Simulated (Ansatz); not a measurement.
## Atom list for Generalised stacking fault on (111) (shuffle set) of a GaAs-GaSb solid solution (48 atoms)

Calculated values (Ansatz 0.2.0, Kohn-Sham DFT, PBE, PAW (set soft_2), plane waves; cutoff 420 eV, k-mesh 2×2×1, fermi-dirac smearing of 0.025 eV) for the geometry as built.

Cell vectors (Å):

```
8.267 0.000 0.000
0.000 7.159 0.000
3.789 0.000 20.249
```

Positions (Å):

```
1 Ga 6.214 3.576 18.987
2 Sb 6.196 3.574 1.280
3 Ga 6.199 5.942 2.105
4 As 6.189 5.970 4.647
5 Ga 10.341 3.576 18.985
6 As 2.073 3.574 1.251
7 Ga 2.069 5.937 2.117
8 As 2.066 5.971 4.632
9 Ga 4.132 7.156 19.001
10 As 4.137 7.154 1.267
11 Ga 4.142 2.386 2.101
12 As 4.141 2.403 4.644
13 Ga 4.124 4.767 5.485
14 As 4.128 4.759 8.001
15 Ga 6.215 1.202 5.476
16 Sb 6.209 1.191 8.011
17 Ga 6.180 3.578 8.853
18 Sb 6.211 3.574 11.391
19 Ga 6.225 5.975 12.220
20 Sb 6.194 5.972 14.747
21 Ga 8.284 7.155 18.996
22 Sb 8.266 0.006 1.266
23 Ga 8.255 2.395 2.116
24 As 8.267 2.390 4.646
25 Ga 8.280 4.784 5.466
26 Sb 8.266 4.778 8.023
27 Ga 2.043 1.178 5.492
28 As 2.083 1.198 8.012
29 Ga 2.067 3.580 8.843
30 As 10.339 3.585 11.401
31 Ga 10.341 5.983 12.232
32 As 10.337 5.954 14.774
33 Ga 4.137 7.155 8.848
34 As 4.128 0.001 11.385
35 Ga 4.131 2.382 12.230
36 As 4.137 2.385 14.775
37 Ga 4.120 4.774 15.622
38 Sb 4.135 4.778 18.133
39 Ga 6.207 1.203 15.602
40 Sb 6.194 1.193 18.148
41 Ga 8.259 7.143 8.850
42 Sb 8.261 0.016 11.391
43 Ga 8.283 2.386 12.230
44 As 8.258 2.373 14.766
45 Ga 8.286 4.777 15.626
46 As 8.247 4.764 18.145
47 Ga 10.330 1.193 15.604
48 Sb 10.348 1.175 18.137
```

Predict the forces.

Columns: atom, fx, fy, fz (forces in eV/Å).

```
1 0.553 0.524 0.774
2 0.115 0.086 -0.434
3 -1.054 0.812 0.925
4 0.096 0.049 -0.163
5 -1.103 0.440 -0.173
6 0.312 -0.002 0.112
7 0.848 -0.432 0.290
8 0.145 -0.054 -0.012
9 0.065 -0.064 0.055
10 0.225 -0.056 0.038
11 -1.244 -0.708 0.570
12 -0.118 -0.207 -0.112
13 0.015 0.042 -0.020
14 -0.052 0.138 0.085
15 -0.160 -0.072 -1.127
16 -0.113 0.091 -0.139
17 -0.843 0.533 -0.340
18 -0.178 0.156 -0.016
19 -1.257 0.346 -0.338
20 0.038 -0.079 0.108
21 -0.417 -1.113 0.768
22 0.245 -0.048 0.130
23 1.086 0.378 0.856
24 0.140 0.103 -0.136
25 -0.131 -0.051 -0.924
26 -0.064 -0.178 -0.343
27 0.215 0.143 -0.029
28 -0.137 -0.099 0.033
29 1.003 -0.629 0.577
30 0.104 0.023 -0.100
31 0.871 -0.687 0.465
32 0.026 0.085 -0.156
33 -0.980 -0.632 0.425
34 0.056 -0.018 -0.021
35 -0.942 -0.522 0.490
36 -0.145 0.072 -0.202
37 -0.838 -0.563 -1.004
38 0.035 -0.019 0.218
39 -0.110 0.935 -0.620
40 0.233 -0.044 -0.014
41 1.168 0.766 -0.229
42 0.364 0.010 -0.172
43 0.958 0.659 0.890
44 0.200 0.263 -0.079
45 0.657 -0.599 0.227
46 0.285 0.093 0.082
47 -0.017 -0.081 -1.139
48 -0.155 0.210 -0.075
```

The r.m.s. force component is 0.494 eV/Å; the longest force, 1.62 eV/Å, acts on Ga3.

[Logs are printed without paths, hosts, clocks, repeated set-up lines and the standing remarks that a program may print on its own settings, such as how far it seeks lower states.]

[Hosts, paths, dates, database ids (printed as entryN), source tags and the programs' standing remarks are cut or masked in the printed files.]
